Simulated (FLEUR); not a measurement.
# free Ni(001) film, 2 layers: anisotropy by force theorems, part 2 of 2

One state of free Ni(001) film, 2 layers is converged without symmetry. Force theorems then give its anisotropy.

FLEUR MaX-R8.1; PBE; all-electron FLAPW film, Dirac cores, scalar-relativistic bands.

So far. Step 2 (Self-consistent state): After 29 cycles the largest moment stands at 0.767 μB.

### 5. Spin–orbit coupling, moments along z

Level of this step: PBE; all-electron FLAPW film, Dirac cores, scalar-relativistic bands with spin-orbit coupling (FLEUR).

Spin–orbit coupling ties the spins to the lattice and lets orbital moments form.

A new self-consistent run of the start ferro ++, with the moments along z. The k list default-1 (kpts.xml, not shown) is a Γ-centred 30×30×1 mesh.

Input file inp.xml:

```
<?xml version="1.0" encoding="UTF-8" standalone="no"?>
<fleurInput fleurInputVersion="0.39">
   <comment>
      Ni
   </comment>
   <calculationSetup>
      <cutoffs Kmax="3.66" Gmax="11.0" GmaxXC="11.0" numbands="76"/>
      <scfLoop itmax="150" minDistance="0.00002" maxIterBroyd="15" imix="Anderson" alpha="0.03" precondParam="0.0" spinf="2.0" sdNocoIR="T"/>
      <coreElectrons ctail="T" frcor="F" kcrel="0" coretail_lmax="0"/>
      <xcFunctional name="pbe" relativisticCorrections="F"/>
      <magnetism jspins="2"/>
      <soc l_soc="T" theta="0.0" phi="0.0" spav="F"/>
      <expertModes spex="0" secvar="F"/>
      <geometryOptimization l_f="F" forcealpha="1.0" forcemix="BFGS" epsdisp="0.00001" epsforce="0.00001"/>
      <ldaU l_linMix="F" mixParam="0.05" spinf="1.0"/>
   </calculationSetup>
   <cell>
      <bzIntegration valenceElectrons="36.0" mode="hist" fermiSmearingEnergy="0.00183747">
         <kPointListSelection listName="default-1"/>
         <xi:include xmlns:xi="http://www.w3.org/2001/XInclude" href="kpts.xml"> </xi:include>
      </bzIntegration>
      <xi:include xmlns:xi="http://www.w3.org/2001/XInclude" href="sym.xml"> </xi:include>
      <filmLattice scale="1.0" dVac="8.61" dTilda="11.11">
         <bravaisMatrixFilm>
            <row-1>    4.7086305846658192     0.0000000000000000</row-1>
            <row-2>    0.0000000000000000     4.7086305846658192</row-2>
         </bravaisMatrixFilm>
         <vacuumEnergyParameters vacuum="1" spinUp="-.25" spinDown="-.25"/>
      </filmLattice>
   </cell>
   <atomSpecies>
      <species name="Nickel (Ni1.000" element="Ni" atomicNumber="28">
         <mtSphere radius="2.24" gridPoints="741" logIncrement="0.016"/>
         <atomicCutoffs lmax="8" lnonsphr="6"/>
         <electronConfig flipSpins="F">
            <coreConfig>(1s1/2) (2s1/2) (2p1/2) (2p3/2)</coreConfig>
            <valenceConfig>(3s1/2) (3p1/2) (3p3/2) (4s1/2) (3d3/2) (3d5/2)</valenceConfig>
            <stateOccupation state="(3d3/2)" spinUp="1.6" spinDown="1.6"/>
            <stateOccupation state="(3d5/2)" spinUp="2.9" spinDown="1.9"/>
         </electronConfig>
         <energyParameters s="4" p="4" d="3" f="4"/>
         <lo type="SCLO" l="0" n="3" eDeriv="0"/>
         <lo type="SCLO" l="1" n="3" eDeriv="0"/>
      </species>
   </atomSpecies>
   <atomGroups>
      <atomGroup species="Nickel (Ni1.000">
         <filmPos label="                   1">-1.000/4.000 -1.000/4.000 -1.6647511169</filmPos>
         <filmPos label="                   2">1.000/4.000 1.000/4.000 1.6647511169</filmPos>
         <force calculate="T" relaxXYZ="TTT"/>
      </atomGroup>
   </atomGroups>
   <output dos="F" band="F" slice="F">
      <bandDOS minEnergy="-.5*Htr" maxEnergy="0.5*Htr" sigma="0.015" storeEVData="T"/>
      <plotting iplot="0" polar="F">
         <plot TwoD="T" vec1="  1.0  0.0  0.0" vec2="  0.0  1.0  0.0" vec3="  0.0  0.0  1.0" zero="  0.0  0.0 -0.5" file="plot"/>
      </plotting>
      <moessbauerParams electricFieldGradient="F" isomerShift="F" coreHyperfine="F" valenceHyperfine="F"/>
   </output>
</fleurInput>
```

Input file crystal.txt:

```
Ni
&input film=T cartesian=F /
2.49170000000  0.00000000000  0.00000000000
0.00000000000  2.49170000000  0.00000000000
0.00000000000  0.00000000000  1.00000000000
1.8897261246
1.0 1.0 1.0

2
28 0.00000000000  0.00000000000  -1.66475111692 : 1.000
28 0.50000000000  0.50000000000  1.66475111692 : 1.000

&soc 0.0000000 0.0000000 /
&kpt div1=30 div2=30 div3=1 gamma=T /
```

On the command line:

```
> OMP_NUM_THREADS=1 inpgen -f crystal.txt > inpgen.log  # inp.xml is then edited as shown
> OMP_NUM_THREADS=1 mpirun -n 4 fleur_MPI > fleur.log
```

What it wrote:

```text
[banner, memory and clock lines left out]
Welcome to FLEUR        (www.flapw.de)
      MaX-Release 8.1          (www.max-centre.eu)

 ========== k-point set info ==========
 Selected k-point list: default-1
 k-point list type: mesh
 0 x 0 x 0
 Number of k points: 228

 [... set-up left out ...]
 Iteration:     1   Distance:      21.94007402 me/bohr^3
 Iteration:     2   Distance:      19.02516029 me/bohr^3
 Iteration:     3   Distance:      10.50936921 me/bohr^3
 Iteration:     4   Distance:      12.89544259 me/bohr^3
 Iteration:     5   Distance:       3.85475541 me/bohr^3
 Iteration:     6   Distance:       3.65671060 me/bohr^3
 Iteration:     7   Distance:       2.07628384 me/bohr^3
 Iteration:     8   Distance:       1.34083999 me/bohr^3
 Iteration:     9   Distance:       0.32003116 me/bohr^3
 Iteration:    10   Distance:       0.32398946 me/bohr^3
 Iteration:    11   Distance:       0.20345868 me/bohr^3
 Iteration:    12   Distance:       0.24611916 me/bohr^3
 Iteration:    13   Distance:       0.07802087 me/bohr^3
 Iteration:    14   Distance:       0.02754753 me/bohr^3
[... lines left out ...]
 Iteration:    18   Distance:       0.00573309 me/bohr^3
 Iteration:    19   Distance:       0.00288491 me/bohr^3
 Iteration:    20   Distance:       0.00250472 me/bohr^3
 Iteration:    21   Distance:       0.00034473 me/bohr^3
 Iteration:    22   Distance:       0.00007337 me/bohr^3
 Iteration:    23   Distance:       0.00010118 me/bohr^3
 Iteration:    24   Distance:       0.00001395 me/bohr^3

 ********************************************************************
 Run finished successfully
 Stop message:
   all done
 ********************************************************************

--- out.xml (last complete iteration) ---
<iteration numberForCurrentRun="   24" overallNumber="   24">
         [... left out ...]
         <bandgap value="0.0000000000" units="eV"/>
         <sumValenceSingleParticleEnergies value="-50.9278345594" units="Htr"/>
         <FermiEnergy value="-0.1833225744" units="Htr"/>
         [... left out ...]
         <magneticMomentsInMTSpheres units="muBohr">
            <globalMagMoment atomType="1" vec="0.00000   0.00000   0.74994"/>
         </magneticMomentsInMTSpheres>
         <orbitalMomentsInMTSpheres units="muBohr">
            <globalMagMoment atomType="1" vec="0.00000   0.00000   0.06773"/>
         </orbitalMomentsInMTSpheres>
         [... left out ...]
         <totalEnergy value="    -3041.5987438863" units="Htr">
            <sumOfEigenvalues value="    -1772.1833370282">
               <coreElectrons value="-1721.2555024687"/>
               <valenceElectrons value="-50.9278345594"/>
            </sumOfEigenvalues>
         [... left out ...]
            <freeEnergy value="-3041.5998934270"/>
            <extrapolationTo0K value="-3041.5993186566"/>
         </totalEnergy>
         <densityConvergence units="me/bohr^3">
            <chargeDensity spin="1" distance="0.0000094983"/>
            <chargeDensity spin="2" distance="0.0000081407"/>
            <overallChargeDensity distance="0.0000139535"/>
            <spinDensity distance="0.0000108755"/>
         </densityConvergence>
      </iteration>
```

Elapsed: 2.8 min, on 4 MPI ranks of Arm Neoverse V1, shared host; peak memory 0.48 GiB; 11 min of CPU time.

Read from the output:

- free energy: -82766.1495 eV
- program's band gap on this mesh (in a metal only a level spacing): 0 eV
- magnetization: 1.415 μB
- final state: ferromagnetic
- largest moment: 0.7499 μB
- orbital moment along the spin: 0.06773 μB

Orbital moment in the sphere, along the spin axis by atom:

```
atom  orbital moment in the sphere, along the spin axis (μB)
 Ni1                                                  0.0677
 Ni2                                                  0.0677
```

### 6. What came out

```yaml
reference_state: ferromagnetic
largest_sphere_moment: 0.767 μB
easy_direction_of_those_tried: the plane normal to z
energy_along_x_less_z_force_theorem: -0.173 meV a primitive cell
orbital_moment_on_the_atom_of_largest_spin_along_its_spin_spin_orbit_run: 0.0677 μB
```

**Reading.** By the force theorem the moments prefer the plane normal to z, with no direction in it resolved; shape anisotropy is not in it, and in a film it favours the plane. The difference for the second direction goes from -0.32 meV (mesh 20×20×1, 68 states, 69 s of CPU time) to -0.17 meV (mesh 30×30×1, 68 states, 2.4 min), so it is not converged. The orbital moment is parallel to the spin, as Hund's third rule has it for a shell over half filled. The state was typed, and no other order was converged beside it, so it need not be the ground state.

[Logs and program files are shortened in this print: banners, set-up blocks, solver, clock and traceback lines can be left out without a mark of their own.]

[Logs are printed without paths, hosts, clocks, repeated set-up lines and the standing remarks that a program may print on its own settings, such as how far it seeks lower states.]

[Hosts, paths, dates, database ids (printed as entryN), source tags and the programs' standing remarks are cut or masked in the printed files.]

[Where a cell is said to come from a database of computed structures, the database is the Materials Project.]
